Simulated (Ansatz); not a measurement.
# Phonons of InP (F-43m) against volume, part 3 of 3

Aim: how do the optical modes of InP (F-43m) move with volume?

Ansatz 0.2.0; DFT PBE, scalar-relativistic, plane waves, PAW; PAW set soft_1.

So far, mean static dielectric tensor (ions relaxed, fixed cell): step 5 (zone-centre response at rest) 15.1.

The database entry behind the starting cell differs from later determinations by our own check (0.1 to 0.3 % short, probably kX units), so it need not match the best structure at ambient conditions.

In doubt: the program warns that the response may not be converged on this k-mesh (in some of the runs), which bears on the force constants and all frequencies.

## (8) Ground state of a member: 0.9 times the volume at rest

The cell is set to 0.9 times the volume at rest; symmetry leaves nothing else free, so this is a single point.

Contents of input.yaml:

```yaml
crystal:
  lattice:
    - [0.0, 2.8770230457, 2.8770230457]
    - [2.8770230457, 0.0, 2.8770230457]
    - [2.8770230457, 2.8770230457, 0.0]
  atoms:
    - { symbol: P, position: [0.75, 0.75, 0.75] }
    - { symbol: In, position: [0.0, 0.0, 0.0] }
kpoints:
  mp_grid: { grid: [20, 20, 20] }
hamiltonian:
  xc: pbe
  pseudopotentials: { kind: paw, azcp: { folder: soft_1 } }
scf:
  occupations: { method: gaussian, width: 0.02 }
output:
  forces: true
  stress: true
  eigenvalues: true
```

On the command line:

```console
$ ansatz run input.yaml --threads 4 --pin off --max-ram 10240MiB --backend cpu --events-out ev --progress --plain --runs-dir out
```

Numbers of over 12 decimals in the logs are rounded to 6 here.

The program printed:

```text
[...]
Crystal: 2 atoms, lattice volume = 47.628 Å³
Basis set: ecut = 420 eV, 941 PW (Γ), exchange–correlation on 60×60×60 points (8 copies of the dense FFT grid, shifted against one another)
Bands: 13, of which v1, the nominal top of the filled ones, is band 9 counted from 1 (8 counted from 0)
Symmetry: 24 space group operations
[...]
k-points: 256 of 8000 (time reversal used)
[...]
--- Band table (eV; the first three rows and the last of 256) ---
  k-point 0: bands = [... 5 lower, -4.1549, 7.7561, 7.7561, 7.7561, 8.7694, 11.8374, 11.8374, 11.8374]
  k-point 1: bands = [... 5 lower, -4.1232, 7.3494, 7.7197, 7.7197, 9.0768, 11.8485, 11.8913, 11.8913]
  k-point 2: bands = [... 5 lower, -4.0290, 6.6168, 7.6194, 7.6194, 9.4902, 11.9365, 12.0382, 12.0382]
  k-point 255: bands = [... 5 lower, -1.4212, 1.9235, 4.5653, 4.5872, 12.0450, 12.3555, 13.4554, 13.9520]
[key lines of the parts left out:]
SCF converged after 7 iterations
Free energy (F): -6353.956888 eV
Fermi energy:    8.262929 eV
P = ⅓ Tr σ = 8.0182 GPa (80.182 kbar)
```

Elapsed: 4.2 s, on 4 threads of Arm Neoverse V1, shared host; peak memory 0.47 GiB.

Numbers from this step:

| Property | Result |
| --- | --- |
| pressure | 8.018 GPa |
| gap on the k-mesh | 1.013 eV |
| volume per atom | 23.81 Å³ |

The forces vanish by symmetry, at a pressure of 8.02 GPa.

## (9) Zone-centre modes of the member: 0.9 times the volume at rest

The zone-centre modes follow for 0.9 times the volume at rest, with the response to a field.

input.yaml: that of step 8 with these lines changed.

```diff
@@ -14,6 +14,8 @@
 scf:
-  occupations: { method: gaussian, width: 0.02 }
+  occupations: { method: fixed }
 output:
-  forces: true
-  stress: true
   eigenvalues: true
+phonons:
+  method: dfpt
+  dielectric: true
+  rigid_motions: translations
```

The program printed:

```text
[...]
Crystal: 2 atoms, lattice volume = 47.628 Å³
Basis set: ecut = 420 eV, 941 PW (Γ), exchange–correlation on 60×60×60 points (8 copies of the dense FFT grid, shifted against one another)
Bands: 13, of which v1, the nominal top of the filled ones, is band 9 counted from 1 (8 counted from 0)
Symmetry: 24 space group operations
k-points: 1166 of 8000 (irreducible under 4 space group operations, time reversal used)
[...]
optical modes at Γ + LO–TO along q̂ = [1.0000, 0.0000, 0.0000]:
      ω (cm⁻¹)  modes    IR ((D/Å)²/amu)
[...]
optical modes at Γ + LO–TO along q̂ = [0.0000, 1.0000, 0.0000]:
      ω (cm⁻¹)  modes    IR ((D/Å)²/amu)
        325.88      2            11.3261
        361.84      1             5.6631
  optical modes at Γ + LO–TO along q̂ = [0.0000, 0.0000, 1.0000]:
      ω (cm⁻¹)  modes    IR ((D/Å)²/amu)
        325.88      2            11.3261
        361.84      1             5.6631
[key lines of the parts left out:]
SCF converged after 8 iterations
Free energy (F): -6353.956888 eV
Fermi energy:    7.756089 eV
```

Run time: 2.5 min. Hardware: 4 threads; peak memory 2.5 GiB; 9.6 min of CPU time.

Numbers from this step:

- sum-rule residual before enforcement: 7.59e-5 eV/Å²
- miss of the charge sum rule: 4.40e-4 e
- estimated error of the dielectric tensor: 0.03257
- estimated error of the Born charges: 0.01409 e
- highest optical mode at the zone centre (no LO-TO term): 325.9 cm⁻¹
- lowest optical zone-centre mode: 325.9 cm⁻¹
- mean high-frequency dielectric constant: 10.25
- largest Born charge (third of the trace): -2.447 e
- mean static dielectric constant: 12.64
- top of the zone-centre spectrum with the field: 361.8 cm⁻¹

Without the LO-TO term. Patterns of degenerate modes are one choice out of their space. Modes at Γ, with each element's share of the kinetic energy:

```tsv
mode	frequency (cm⁻¹)	symmetry	P %	In %
1	0.0	acoustic	21	79
2	0.0	acoustic	21	79
3	0.0	acoustic	21	79
4	325.9	T2	79	21
5	325.9	T2	79	21
6	325.9	T2	79	21
```

Transverse modes. Infrared lines, with heights relative to the strongest:

```tsv
position (cm⁻¹)	label	relative intensity
326	T2	100
```

The optical mode without the LO-TO term lies at 325.9 cm⁻¹.

Between step 5 and this run (volume ratio 0.9) the value for the mean static dielectric tensor (ions relaxed, fixed cell) moves from 15.1 to 12.6 (-16 %).

## (10) All members side by side

The members are set side by side, also those not shown above.

Each row is one cell with its response, relaxed at fixed volume as far as symmetry leaves anything free; energies are extrapolated to zero smearing, and E0 is that at rest; shape and atoms are relaxed in each cell where symmetry leaves them free. State of the crystal along the series:

```tsv
volume ratio	V (Å³/atom)	pressure (GPa)	E - E0 (meV/atom)	gap on mesh (eV)	ε∞	ε0	largest Born charge in size, a third of the trace (e)	top mode with the field, highest of q along x, y and z (cm⁻¹)
0.9	23.81	8.018	60.04	1.013	10.25	12.64	2.447	361.8
0.92	24.34	6.033	36.89	0.8949	10.48	13.02	2.479	353.1
0.94	24.87	4.261	19.95	0.7783	10.75	13.44	2.511	344.6
0.96	25.4	2.679	8.536	0.6637	11.06	13.91	2.542	336.3
0.98	25.93	1.267	2.063	0.5512	11.43	14.45	2.573	328.2
0.99	26.2	0.6188	0.5116	0.4957	11.64	14.75	2.589	324.1
1	26.46	0.006789	0	0.4409	11.88	15.08	2.605	320.1
1.02	26.99	-1.117	1.868	0.3328	12.45	15.84	2.636	312.1
1.04	27.52	-2.118	7.242	0.2273	13.22	16.81	2.667	304
1.06	28.05	-3.009	15.74	0.1241	-	-	-	-
```

Without the LO-TO term; each mode is tracked from rest by its pattern, and modes that stay within 0.3 cm⁻¹ of each other stand once; shape and atoms are relaxed in each cell where symmetry leaves them free. Optical modes along the series:

```tsv
V (Å³/atom)	mode 4 T2 (cm⁻¹)
23.81	325.9
24.34	316.8
24.87	308.1
25.4	299.8
25.93	291.8
26.2	287.9
26.46	284.1
26.99	276.7
27.52	269.6
28.05	262.7
```

From cubic fits (parabolas where under five rows exist) of ln ω and P against ln V through the rows within about 4 % of rest: γ = −d ln ω / d ln V and dω/dP = γ ω / B. Slopes at rest:

```tsv
mode	fitted frequency at rest (cm⁻¹)	Grüneisen parameter γ	dω/dP (cm⁻¹/GPa)
mode 4 T2	284.1	1.33	6.34
longitudinal mode	320.2	1.25	6.71
```

## (11) What came out

```yaml
members: 10
highest_optical_mode_at_the_zone_centre_no_lo_to_term_at_rest: 284.1 cm⁻¹
bulk_modulus_at_rest: 59.5 GPa
mode_4_t2_gamma: 1.33
longitudinal_mode_gamma: 1.25
```

**Reading.** The series spans -3.0 to 8.0 GPa, and the slope at rest gives a bulk modulus of 59 GPa. The transverse optical mode has γ = 1.33 and moves by 6.3 cm⁻¹ for each GPa, the longitudinal one has γ = 1.25 and moves by 6.7. ε∞ is 11.88 at rest, with d ln ε∞ / d ln V = 2.11. The gap on the mesh falls to 0.12 eV within the series; members under 0.15 eV ran without the field response. One k mesh and one cutoff serve the ground states and modes of all volumes; the field response picks its own mesh. With the field response the log warns that the k mesh is coarse for the force constants too, so the frequencies are to be taken as unconverged. These are harmonic frequencies at zero temperature: anharmonic shifts, linewidths and thermal expansion are left out. Only the zone centre was solved, so an instability at another wavevector cannot show here.

[Logs are printed without paths, hosts, clocks, repeated set-up lines and the standing remarks that a program may print on its own settings, such as how far it seeks lower states.]

[Hosts, paths, dates, database ids (printed as entryN), source tags and the programs' standing remarks are cut or masked in the printed files.]
